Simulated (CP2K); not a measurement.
Consider fluorocarbonylbenzene at its PBE geometry (Å).

```xyz
14

O     3.1295   -0.7657   -0.0317
C     2.3330    0.1217    0.1046
F     2.7988    1.4030    0.3689
C     0.8624    0.0593    0.0358
C     0.2696   -1.1877   -0.2296
C    -1.1174   -1.2938   -0.2940
C    -1.9171   -0.1618   -0.0941
C    -1.3280    1.0797    0.1665
C     0.0604    1.1950    0.2327
H     0.9119   -2.0541   -0.3820
H    -1.5784   -2.2601   -0.4960
H    -3.0025   -0.2495   -0.1394
H    -1.9520    1.9587    0.3235
H     0.5299    2.1553    0.4346
```

Method: CP2K XAS_TDP, all-electron GAPW, PBEh(45%), aug-cc-pVDZ, TDA, GW2X-corrected core level, no relativity.

Question: Where do the C K-edge lines lie, and how strong are they?

Leading lines: C2 290.38 eV, C4 287.01 eV, C5 286.73 eV, C6 287.27 eV and C7 286.71 eV. The leading line of an atom is its first one with 35 % of the strongest within 2.5 eV of its lowest line over the strength cut. Core ionisation energies at this level: C5 292.77, C6 292.62, C7 292.71, C2 297.59 and C4 292.77 eV.

The first six lines of each atom with a strength over 0.0015:

```csv
atom,energy (eV),states,"strength, one atom",above the computed threshold
"C2 (bonded to C, F and O)",290.38,1,0.0662,
,295.23,1,0.0022,
,295.25,1,0.0356,
,295.38,1,0.0136,
,296.50,1,0.0158,
,296.95,1,0.0068,
C4 (bonded to 3 C),287.01,1,0.0308,
,290.37,1,0.0231,
,291.11,1,0.0030,
,291.89,1,0.0022,
,292.26,1,0.0045,
,292.70,1,0.0021,
C5 (bonded to 2 C and H),286.73,1,0.0503,
,288.90,1,0.0030,
,290.85,1,0.0086,
,291.71,1,0.0045,
,292.27,1,0.0023,
,292.38,1,0.0022,
C6 (bonded to 2 C and H),287.27,1,0.0499,
,290.40,1,0.0113,
,291.51,1,0.0026,
,291.73,1,0.0050,
,292.11,1,0.0022,
,292.14,1,0.0016,
C7 (bonded to 2 C and H),286.71,1,0.0500,
,290.42,1,0.0118,
,291.57,1,0.0096,
,291.69,1,0.0033,
,292.25,2,0.0016,
,293.30,2,0.0071,yes
```

Lines are vertical, at one geometry, with no vibrational structure. GW2X ionisation energies and lines can be off by 1 to 2 eV either way, and a good line position may hide errors that cancel. Atoms with the same bonds but other surroundings in this conformer are left out. These values hold no scalar relativity, about 0.1 eV for C 1s. Rydberg lines, and the discretised continuum above threshold, depend on the basis and the box.

[Banner, clock and machine lines of the logs are left out without a mark of their own.]

[Logs are printed without paths, hosts, clocks, repeated set-up lines and the standing remarks that a program may print on its own settings, such as how far it seeks lower states.]

[Hosts, paths, dates, database ids (printed as entryN), source tags and the programs' standing remarks are cut or masked in the printed files.]
